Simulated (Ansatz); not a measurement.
# B2MoRu2N2: relaxing a made-up structure

Starting from a made-up structure for B2MoRu2N2, the aim is the relaxed cell, its shortest contacts and, where a second run follows, its electronic structure.

Calculated with Ansatz 0.2.0; DFT, PBEsol, plane-wave PAW, files of the set soft_1, scalar-relativistic, no spin, cell and ions relaxed at zero pressure; PAW set soft_1, in the first sound run; inputs show where later runs differ.

### Step 1. The structure

The structure is orthorhombic, space group Immm (No. 71). Conventional cell: a = 3.038 Å, b = 3.375 Å, c = 13.363 Å, α = 90.00°, β = 90.00°, γ = 90.00°. Nearest to Ru lie 2 N at 2.21 Å and 5 B at 2.33 to 2.42 Å. Nearest to Mo lie 8 N at 2.46 Å and 4 B at 2.52 Å. Nearest to N lie 2 B at 1.77 Å and 2 Ru at 2.21 Å and 4 Mo at 2.46 Å. B has 2 N at 1.77 Å and 5 Ru at 2.33 to 2.42 Å and 2 Mo at 2.52 Å nearest. Farther neighbours and most contacts between anions are not listed.

As a file:

```cif
data_structure
_symmetry_space_group_name_H-M 'Immm'
_symmetry_Int_Tables_number 71
_cell_length_a 3.0380
_cell_length_b 3.3750
_cell_length_c 13.3630
_cell_angle_alpha 90.000
_cell_angle_beta 90.000
_cell_angle_gamma 90.000
_cell_volume 137.01
loop_
_atom_site_label
_atom_site_type_symbol
_atom_site_symmetry_multiplicity
_atom_site_Wyckoff_symbol
_atom_site_fract_x
_atom_site_fract_y
_atom_site_fract_z
_atom_site_occupancy
Ru1 Ru 4 i 0.00000 0.00000 0.82130 1
Mo1 Mo 2 b 0.50000 0.00000 0.00000 1
N1 N 4 j 0.50000 0.00000 0.57150 1
B1 B 4 i 0.00000 0.00000 0.63990 1
```

### Step 2. Relaxing cell and atoms

The guessed cell has no reason to be at equilibrium. It is relaxed with the atoms, within the space group of the guess.

File input.yaml:

```yaml
crystal:
  lattice:
    - [-1.519, 1.6875, 6.6815]
    - [1.519, -1.6875, 6.6815]
    - [1.519, 1.6875, -6.6815]
  atoms:
    - { symbol: Ru, position: [0.8213, 0.8213, 0.0] }
    - { symbol: Ru, position: [0.1787, 0.1787, 0.0] }
    - { symbol: Mo, position: [0.0, 0.5, 0.5] }
    - { symbol: "N", position: [0.5715, 0.0715, 0.5] }
    - { symbol: "N", position: [0.4285, 0.9285, 0.5] }
    - { symbol: B, position: [0.6399, 0.6399, 0.0] }
    - { symbol: B, position: [0.3601, 0.3601, 0.0] }
kpoints:
  mp_grid: { grid: [12, 12, 12] }
scf:
  occupations: { method: fermi_dirac, width: 0.05 }
hamiltonian:
  xc: pbesol
  pseudopotentials: { kind: paw, azcp: { folder: soft_1 }, xc_functional: pbe }
relax:
  f_tol: 0.015
  max_steps: 70
  cell: {}
output:
  forces: true
  stress: true
```

The run is started by

```sh
$ ansatz run input.yaml --threads 4 --pin off --max-ram 10240MiB --backend cpu --events-out ev --progress --plain --runs-dir out
```

Numbers of over 12 decimals in the logs are rounded to 6 here.

The program printed:

```text
basis.fft_grid_basis auto: the FFT boxes are laid along the combinations [[1, 0, 1], [0, 1, 1], [0, 0, 1]] of the cell's own vectors, 3.375, 3.038 and 7.057 Å long. The dense box has 24×24×48 points. Along the cell's own vectors, as sized, it would have 48×48×48, 4.00 times as many. Of the 8 symmetry operations that the crystal satisfies within crystal.symmetry.tolerance (time reversal apart; of a slab, those that ke [...]
Engine: ansatz 0.2.0, aarch64-unknown-linux-gnu
Pseudopotentials: kind: paw
Pseudopotential: Ru, paw, valence charge 16, recommended cutoff 420 eV (normal), soft_1/Ru.paw.azcp
Pseudopotential: Mo, paw, valence charge 14, recommended cutoff 420 eV (normal), soft_1/Mo.paw.azcp
Pseudopotential: N, paw, valence charge 5, recommended cutoff 420 eV (normal), soft_1/N.paw.azcp
Pseudopotential: B, paw, valence charge 3, recommended cutoff 420 eV (normal), soft_1/B.paw.azcp
Functional definition: PBEsol
  exchange = pbesol_x
  correlation = pbesol_c
Crystal: 7 atoms, lattice volume = 68.507 Å³
Basis set: ecut = 420 eV, 1327 PW (Γ), FFT grids on a1+a3, a2+a3, a3, exchange–correlation on 48×48×96 points (8 copies of the dense FFT grid, shifted against one another)
Bands: 38, of which v1, the nominal top of the filled ones, is band 31 counted from 1 (30 counted from 0)
Symmetry: 8 space group operations
Space group: Immm (ITA 71), of the structure as read, at distance tolerance 4.1e-5 Å
k-points: 280 of 1728
Non-local potential: Ru, projectors of the file, l = 0: 3, l = 1: 2, l = 2: 2, l = 3: 1
Non-local potential: Mo, projectors of the file, l = 0: 3, l = 1: 2, l = 2: 2, l = 3: 1
Non-local potential: N, projectors of the file, l = 0: 2, l = 1: 2, l = 2: 1
Non-local potential: B, projectors of the file, l = 0: 2, l = 1: 2, l = 2: 1
PAW form: soft (Blöchl's): semilocal exchange-correlation on the pseudo side does not see the compensation charge
PAW frozen core: Ru, regenerated for the run's functional, and the local potential with it (the file was generated under x = pbe(κ = 0.804, μ = 0.219515), c = pbe(β = 0.066725))
PAW frozen core: Mo, regenerated for the run's functional, and the local potential with it (the file was generated under x = pbe(κ = 0.804, μ = 0.219515), c = pbe(β = 0.066725))
PAW frozen core: N, regenerated for the run's functional, and the local potential with it (the file was generated under x = pbe(κ = 0.804, μ = 0.219515), c = pbe(β = 0.066725))
PAW frozen core: B, regenerated for the run's functional, and the local potential with it (the file was generated under x = pbe(κ = 0.804, μ = 0.219515), c = pbe(β = 0.066725))
PAW one-centre angular grid: Ru, 590 points (default); XC on 64 Gauss nodes
PAW one-centre angular grid: Mo, 590 points (default); XC on 64 Gauss nodes
PAW one-centre angular grid: N, 110 points (default); XC on 64 Gauss nodes
PAW one-centre angular grid: B, 110 points (default); XC on 64 Gauss nodes
Initial density: superposition of atomic densities (chi_scale 0.1, normalization cell, long waves kept (reshape's long-wave potential 0.43 eV rms))
Initial wavefunctions: pseudopotential atomic-orbital guess
Functional: x = pbesol(κ = 0.804, μ = 0.123457), c = pbesol(β = 0.046)
SCF iter   1: F=—  HF=-17593.928007 eV  |F-HF|=—  |Δ(HF+E_count)|=         —  Δρ=1.37e-1  dr2=6.28e1  ethr=3.10e-3  ⟨swp⟩=6.1  Hψ=38195  notcnv=0  defer=1
preconditioner: auto → Kerker (q_TF=auto, 2.683 Å⁻¹)  [metal: Δε(μ)=0.003 eV  Ē_g=8.269 eV  σ=0.050 eV  W_gap=0.01  n_scr=20 (ndim 8)  ℏωp=27.7 eV  f_vac=0.000  D(μ)=3.03/eV (n_scr^D=26)]
SCF iter   2: F=—  HF=-17589.415623 eV  |F-HF|=—  |Δ(HF+E_count)|=    4.51e0  Δρ=7.00e-2  dr2=1.86e1  ethr=3.10e-3  ⟨swp⟩=2.8  Hψ=21407  notcnv=0  defer=115
SCF iter   3: F=—  HF=-17587.901732 eV  |F-HF|=—  |Δ(HF+E_count)|=    1.51e0  Δρ=4.81e-2  dr2=2.94e0  ethr=3.10e-3  ⟨swp⟩=3.1  Hψ=21256  notcnv=0  defer=106
SCF iter   4: F=—  HF=-17587.834272 eV  |F-HF|=—  |Δ(HF+E_count)|=   6.75e-2  Δρ=3.66e-2  dr2=3.06e0  ethr=3.10e-3  ⟨swp⟩=2.5  Hψ=16260  notcnv=0  defer=14
SCF iter   5: F=—  HF=-17587.748869 eV  |F-HF|=—  |Δ(HF+E_count)|=   8.54e-2  Δρ=2.60e-2  dr2=1.58e0  ethr=3.10e-3  ⟨swp⟩=1.0  Hψ=11105  notcnv=0  defer=7
SCF iter   6: F=—  HF=-17587.669999 eV  |F-HF|=—  |Δ(HF+E_count)|=   7.89e-2  Δρ=1.07e-2  dr2=2.60e-1  ethr=2.56e-3  ⟨swp⟩=1.0  Hψ=10633  notcnv=0  defer=7
SCF iter   7: F=—  HF=-17587.656967 eV  |F-HF|=—  |Δ(HF+E_count)|=   1.30e-2  Δρ=1.25e-3  dr2=3.31e-3  ethr=4.20e-4  ⟨swp⟩=2.0  Hψ=12135  notcnv=0  defer=7
SCF iter   8: F=—  HF=-17587.656936 eV  |F-HF|=—  |Δ(HF+E_count)|=   3.11e-5  Δρ=1.71e-4  dr2=4.35e-5  ethr=5.34e-6  ⟨swp⟩=1.7  Hψ=11514  notcnv=0  defer=5
SCF iter   9: F=—  HF=-17587.656930 eV  |F-HF|=—  |Δ(HF+E_count)|=   5.92e-6  Δρ=3.09e-5  dr2=1.90e-6  ethr=7.02e-8  ⟨swp⟩=2.1  Hψ=13430  notcnv=0  defer=5
SCF iter  10: F=—  HF=-17587.656930 eV  |F-HF|=—  |Δ(HF+E_count)|=   3.05e-8  Δρ=8.43e-6  dr2=1.26e-7  ethr=3.07e-9  ⟨swp⟩=1.5  Hψ=11213  notcnv=0  defer=5
SCF iter  11: F=-17587.656930 eV  HF=-17587.656930 eV  |F-HF|=5.65e-9  |Δ(HF+E_count)|=   3.30e-9  Δρ=1.88e-6  dr2=6.20e-9  ethr=1.61e-10  ⟨swp⟩=3.4  Hψ=29035  notcnv=0
SCF 1 converged in 11 iterations: F = -17587.656930 eV  dr2 = 6.20e-9
  greatest PAW one-centre occupation: 1.000 electrons in one spin orbital (limit 2), on the Ru atom at site 1 (counted from 0), in its partial waves of l = 0
relax step   1: F+E_penalty+E_count = -17587.65692977 eV  Δ(F+E_penalty+E_count) = +0.000e0 eV  max|allowed force component| = 3.744e0 eV/Å  Δτ_max = 0.0000 Å  P = -12.942 GPa  Ω = 68.507 Å³  (11 SCF iters, dr2 threshold 1.00e-7 eV, accepted)
Crystal: 7 atoms, lattice volume = 64.921 Å³
Basis set: ecut = 420 eV, 1279 PW (Γ), FFT grids on a1+a3, a2+a3, a3, exchange–correlation on 48×48×96 points (8 copies of the dense FFT grid, shifted against one another)
Initial density: handed on by an earlier stage of this run
Initial wavefunctions: those handed on with the density
iter 1 solved again at ethr=2.00e-3 eV; its pass at ethr=3.10e-3 eV (dr2=1.24e0 eV) is discarded
SCF iter   1: F=—  HF=-17589.356047 eV  |F-HF|=—  |Δ(HF+E_count)|=         —  Δρ=3.20e-2  dr2=1.24e0  ethr=2.00e-3  ⟨swp⟩=1.0  Hψ=54035  notcnv=0
preconditioner: auto → Kerker (q_TF=auto, 2.707 Å⁻¹)  [metal: Δε(μ)=0.001 eV  Ē_g=7.908 eV  σ=0.050 eV  W_gap=0.01  n_scr=20 (ndim 8)  ℏωp=28.4 eV  f_vac=0.000  D(μ)=5.33/eV (n_scr^D=58)]
SCF iter   2: F=—  HF=-17589.230894 eV  |F-HF|=—  |Δ(HF+E_count)|=   1.25e-1  Δρ=1.59e-2  dr2=4.23e-1  ethr=2.00e-3  ⟨swp⟩=1.7  Hψ=11000  notcnv=0
[...]
relax step   6: F+E_penalty+E_count = -17590.87365338 eV  Δ(F+E_penalty+E_count) = -9.131e-3 eV  max|allowed force component| = 2.283e-1 eV/Å  Δτ_max = 0.0259 Å  P = -2.930 GPa  Ω = 67.298 Å³  energy of the carried Pulay correction = +1.974e-3 eV  (6 SCF iters, dr2 threshold 7.00e-7 eV, accepted)
relax step   7: F+E_penalty+E_count = -17590.88246401 eV  Δ(F+E_penalty+E_count) = -8.811e-3 eV  max|allowed force component| = 1.426e-1 eV/Å  Δτ_max = 0.0191 Å  P = +1.032 GPa  Ω = 66.535 Å³  energy of the carried Pulay correction = +3.238e-3 eV  (6 SCF iters, dr2 threshold 7.00e-7 eV, accepted)
relax step   8: F+E_penalty+E_count = -17590.88613141 eV  Δ(F+E_penalty+E_count) = -3.667e-3 eV  max|allowed force component| = 1.101e-2 eV/Å  Δτ_max = 0.0057 Å  P = -0.169 GPa  Ω = 66.697 Å³  energy of the carried Pulay correction = +2.968e-3 eV  (6 SCF iters, dr2 threshold 7.00e-7 eV, accepted)
relax step   9: F+E_penalty+E_count = -17590.88622173 eV  Δ(F+E_penalty+E_count) = -9.032e-5 eV  max|allowed force component| = 3.870e-3 eV/Å  Δτ_max = 0.0010 Å  P = +0.041 GPa  Ω = 66.661 Å³  energy of the carried Pulay correction = +3.027e-3 eV  (6 SCF iters, dr2 threshold 1.70e-7 eV, accepted)
relax step  10: F+E_penalty+E_count = -17590.88622215 eV  Δ(F+E_penalty+E_count) = -4.219e-7 eV  max|allowed force component| = 7.436e-4 eV/Å  Δτ_max = 0.0003 Å  P = +0.003 GPa  Ω = 66.665 Å³  energy of the carried Pulay correction = +3.020e-3 eV  (6 SCF iters, dr2 threshold 4.56e-8 eV, accepted)
relax step  11: F+E_penalty+E_count = -17590.90456005 eV  Δ(F+E_penalty+E_count) = -1.834e-2 eV  max|allowed force component| = 9.606e-3 eV/Å  Δτ_max = 0.0000 Å  P = +0.377 GPa  Ω = 66.665 Å³  stress off target by 7.99e-1 GPa  SCF on the basis re-selected at this cell (its energy is not comparable with the rows above)  (7 SCF iters)
relax step  12: F+E_penalty+E_count = -17590.90471382 eV  Δ(F+E_penalty+E_count) = -1.538e-4 eV  max|allowed force component| = 1.415e-2 eV/Å  Δτ_max = 0.0044 Å  P = -0.078 GPa  Ω = 66.857 Å³  energy of the carried Pulay correction = -3.370e-4 eV  (6 SCF iters, dr2 threshold 7.00e-7 eV, accepted)
relax step  13: F+E_penalty+E_count = -17590.90476199 eV  Δ(F+E_penalty+E_count) = -4.817e-5 eV  max|allowed force component| = 2.845e-2 eV/Å  Δτ_max = 0.0017 Å  P = +0.161 GPa  Ω = 66.819 Å³  energy of the carried Pulay correction = -2.649e-4 eV  (6 SCF iters, dr2 threshold 3.32e-8 eV, rejected (line search))
relax step  14: F+E_penalty+E_count = -17590.90476795 eV  Δ(F+E_penalty+E_count) = -5.413e-5 eV  max|allowed force component| = 6.893e-3 eV/Å  Δτ_max = 0.0008 Å  P = -0.033 GPa  Ω = 66.842 Å³  energy of the carried Pulay correction = -3.090e-4 eV  (8 SCF iters, accepted)
iter 1 solved again at ethr=5.44e-8 eV; its pass at ethr=3.10e-3 eV (dr2=3.37e-5 eV) is discarded
SCF iter   1: F=—  HF=-17590.905051 eV  |F-HF|=—  |Δ(HF+E_count)|=         —  Δρ=3.82e-5  dr2=2.86e-8  ethr=5.44e-8  ⟨swp⟩=3.6  Hψ=67537  notcnv=0
preconditioner: auto → Kerker (q_TF=auto, 2.694 Å⁻¹)  [metal: Δε(μ)=0.003 eV  Ē_g=7.657 eV  σ=0.050 eV  W_gap=0.01  n_scr=18 (ndim 8)  ℏωp=28.0 eV  f_vac=0.000  D(μ)=5.64/eV (n_scr^D=66)]
SCF iter   2: F=—  HF=-17590.905073 eV  |F-HF|=—  |Δ(HF+E_count)|=   2.19e-5  Δρ=1.94e-5  dr2=7.35e-9  ethr=4.61e-11  ⟨swp⟩=2.6  Hψ=20008  notcnv=0
iter 3 did not close the SCF: its close was put off for the readings that it lacked (scf_convergence_deferred on its scf_iter line)
SCF iter   3: F=-17590.905073 eV  HF=-17590.905073 eV  |F-HF|=1.56e-10  |Δ(HF+E_count)|=   1.37e-7  Δρ=8.10e-7  dr2=6.54e-11  ethr=1.19e-11  ⟨swp⟩=2.0  Hψ=15088  notcnv=0
iter 4 did not close the SCF: its close was put off for the readings that it lacked (scf_convergence_deferred on its scf_iter line)
SCF iter   4: F=-17590.905073 eV  HF=-17590.905073 eV  |F-HF|=3.64e-12  |Δ(HF+E_count)|=  1.89e-10  Δρ=1.05e-7  dr2=8.67e-12  ethr=1.00e-12  ⟨swp⟩=1.1  Hψ=10655  notcnv=0
iter 5 did not close the SCF: its close was put off for the readings that it lacked (scf_convergence_deferred on its scf_iter line)
SCF iter   5: F=-17590.905073 eV  HF=-17590.905073 eV  |F-HF|=0.00e0  |Δ(HF+E_count)|=    0.00e0  Δρ=2.71e-8  dr2=1.75e-12  ethr=1.00e-12  ⟨swp⟩=1.0  Hψ=10640  notcnv=0
iter 6 did not close the SCF: its close was put off for the readings that it lacked (scf_convergence_deferred on its scf_iter line)
SCF iter   6: F=-17590.905073 eV  HF=-17590.905073 eV  |F-HF|=0.00e0  |Δ(HF+E_count)|=    0.00e0  Δρ=1.36e-8  dr2=1.40e-13  ethr=1.00e-12  ⟨swp⟩=1.0  Hψ=10640  notcnv=0
SCF iter   7: F=-17590.905073 eV  HF=-17590.905073 eV  |F-HF|=7.28e-12  |Δ(HF+E_count)|=  7.28e-12  Δρ=3.28e-9  dr2=4.94e-15  ethr=1.00e-12  ⟨swp⟩=1.4  Hψ=22771  notcnv=0
SCF 15 converged in 7 iterations: F = -17590.905073 eV  dr2 = 4.94e-15
relax step  15: F+E_penalty+E_count = -17590.90507277 eV  Δ(F+E_penalty+E_count) = -3.048e-4 eV  max|allowed force component| = 6.779e-3 eV/Å  Δτ_max = 0.0000 Å  P = -0.026 GPa  Ω = 66.842 Å³  stress off target by 4.32e-2 GPa  SCF on the basis re-selected at this cell (its energy is not comparable with the rows above)  (7 SCF iters)
basis re-selected at this cell: Δ(F+E_penalty+E_count) = -3.048e-4 eV, ΔP = +0.007 GPa vs the last step (what re-selecting the basis moved, of the pressure what is left beyond the Pulay correction that the steps carried, after the strain that the cell walked since its last selection, with what the two solves' SCF thresholds leave and, on support functions, any second-order correction that the steps lacked; it is no m [...]
SCF converged after 7 iterations
Free energy (F): -17590.905073 eV
Harris-Foulkes:  -17590.905073 eV  (|F-HF|=7.28e-12)
Internal energy: -17590.858325 eV  (E = F + TS)
E sigma→0 (E₀):  -17590.881699 eV
Entropy (-TS):   -0.046748 eV (-6.678 meV/atom)
Fermi energy:    19.349666 eV
--- Per-component energies (eV) ---
  E_band       = -176.069577
  E_kinetic    = 1704.338825
  E_local      = -4376.133358  (includes V_loc(G=0)·N_el)
  E_nonlocal   = 1073.449856
  E_hartree    = 1540.534566
  E_xc         = -696.320182
  E_vxc        = -875.172281  (∫ρ·V_xc dr)
  E_paw        = -10433.342959  (= ΣΔE_a)
  E_vpaw       = -783.624744  (= ΣTr[D̂ρ^β])
  E_aug_tail   = 0.002992  (compensation charges beyond the density's cutoff)
  E_ewald      = -6404.189577
  E_core_change = 0.801513  (= ΣΔE_core)
  E_smearing   = -0.046748  (= −TS)
  E_closure    = 0.000000  (closes the sum)
  Σ components = -17590.905073   (vs F -17590.905073, Δ=0.00e0)
--- Forces (eV/Å), atoms counted from 1 ---
  atom   1  Ru     0.00000000    -0.00000000     0.00677899
  atom   2  Ru     0.00000000     0.00000000    -0.00677899
  atom   3  Mo     0.00000000     0.00000000     0.00000000
  atom   4  N      0.00000000    -0.00000000     0.00487399
  atom   5  N      0.00000000     0.00000000    -0.00487399
  atom   6  B      0.00000000     0.00000000    -0.00203175
  atom   7  B      0.00000000    -0.00000000     0.00203175
  max |Σ_I F_I| component: 3.47e-18 eV/Å
--- Stress (GPa, compression-positive) ---
       -0.043168       0.000000       0.000000
        0.000000      -0.006188       0.000000
        0.000000       0.000000      -0.027856
  P = ⅓ Tr σ = -0.0257 GPa (-0.257 kbar)
--- Relaxed structure (13 steps of the walk, 12 accepted, 2 SCFs on fresh bases) ---
  F+E_penalty+E_count = -17590.90507277 eV   max|allowed force component| = 6.779e-3 eV/Å   (the final SCF, on the basis selected at the relaxed cell)
  cell:  # Å, volume = 66.8423 Å³
    - [-1.289890, 1.843015, 7.029269]
    - [1.289890, -1.843015, 7.029269]
    - [1.289890, 1.843015, -7.029269]
  atoms:
    - { symbol: Ru, position: [0.800185, 0.800185, 0] }
    - { symbol: Ru, position: [0.199815, 0.199815, 0] }
    - { symbol: Mo, position: [-5.957600588592695e-19, 0.5, 0.5] }
    - { symbol: N, position: [0.589263, 0.089263, 0.500000] }
    - { symbol: N, position: [0.410737, 0.910737, 0.500000] }
    - { symbol: B, position: [0.645183, 0.645183, 0] }
    - { symbol: B, position: [0.354817, 0.354817, 0] }
```

Elapsed: 2.2 min, on 4 threads of Arm Neoverse V1, shared host; peak memory 0.75 GiB.

The steps of the relaxation:

```
step  energy less that of the first step (eV)  largest force component (eV/Å)  pressure (GPa)  volume (Å³)
   1                                   0.0000                          3.7443          -12.94        68.51
   2                                  -1.5146                          2.4113           -2.56        64.92
   3                                  -2.4800                          0.9093            4.05        63.66
   4                                  -2.9886                          0.8279           12.01        63.36
   5                                  -3.2076                          0.0907            0.97        66.39
   6                                  -3.2167                          0.2283           -2.93        67.30
   7                                  -3.2255                          0.1426            1.03        66.53
   8                                  -3.2292                          0.0110           -0.17        66.70
   9                                  -3.2293                          0.0039            0.04        66.66
  10                                  -3.2293                          0.0007            0.00        66.67
 11*                                  -3.2476                          0.0096            0.38        66.67
  12                                  -3.2478                          0.0141           -0.08        66.86
  13                                  -3.2478                          0.0285            0.16        66.82
  14                                  -3.2478                          0.0069           -0.03        66.84
 15*                                  -3.2481                          0.0068           -0.03        66.84
```

Relaxation steps marked * repeat the geometry before them on a plane-wave basis chosen anew for their cell, so energy and pressure can jump there. Relaxation step 13 was tried and not accepted.

Forces are held to the 8 operations that the run works with; a distortion that breaks them can't arise in this run.

```
     cell as run  before   after  change
           a (Å)   7.057   7.380  +4.6 %
           b (Å)   7.057   7.380  +4.6 %
           c (Å)   7.057   7.380  +4.6 %
           α (°)  155.14  159.87  +3.0 %
           β (°)  152.33  151.08  -0.8 %
           γ (°)   37.54   35.49  -5.4 %
volume (Å³/atom)    9.79    9.55  -2.4 %
```

The atoms that moved most (Å, as changes of fractional coordinates times the final cell):

```csv
atom,dx,dy,dz,length
Ru2,0.000,0.000,0.297,0.297
Ru1,0.000,0.000,-0.297,0.297
N4,0.000,0.000,0.250,0.250
N5,0.000,0.000,-0.250,0.250
B6,0.000,0.000,0.074,0.074
B7,0.000,0.000,-0.074,0.074
```

The relaxed structure:

```cif
data_structure
_symmetry_space_group_name_H-M 'P 1'
_symmetry_Int_Tables_number 1
_cell_length_a 7.3805
_cell_length_b 7.3805
_cell_length_c 7.3805
_cell_angle_alpha 159.869
_cell_angle_beta 151.079
_cell_angle_gamma 35.492
_cell_volume 66.84
loop_
_atom_site_label
_atom_site_type_symbol
_atom_site_fract_x
_atom_site_fract_y
_atom_site_fract_z
_atom_site_occupancy
Ru1 Ru 0.80019 0.80019 0.00000 1
Ru2 Ru 0.19981 0.19981 0.00000 1
Mo3 Mo 0.00000 0.50000 0.50000 1
N4 N 0.58926 0.08926 0.50000 1
N5 N 0.41074 0.91074 0.50000 1
B6 B 0.64518 0.64518 0.00000 1
B7 B 0.35482 0.35482 0.00000 1
```

This step gave:

- free energy: -17590.9051 eV
- energy at zero smearing: -17590.8817 eV
- smearing term TS: 0.04675 eV
- Fermi energy: 19.35 eV
- electrons: 62
- symmetry operations: 8
- pressure: -0.02574 GPa

Shortest distances by pair of elements, guess and relaxed (not always the same contact):

| pair | guess (Å) | relaxed (Å) |
| --- | --- | --- |
| B–N | 1.773 | 1.511 |
| B–Ru | 2.329 | 2.179 |
| N–Ru | 2.214 | 2.411 |
| N–N | 1.911 | 2.510 |
| Mo–N | 2.463 | 2.576 |

The relaxation ends with a largest force component of 0.0068 eV/Å and a pressure of -0.03 GPa.

[end of part 1 of 2]

[Logs are printed without paths, hosts, clocks, repeated set-up lines and the standing remarks that a program may print on its own settings, such as how far it seeks lower states.]

[Hosts, paths, dates, database ids (printed as entryN), source tags and the programs' standing remarks are cut or masked in the printed files.]
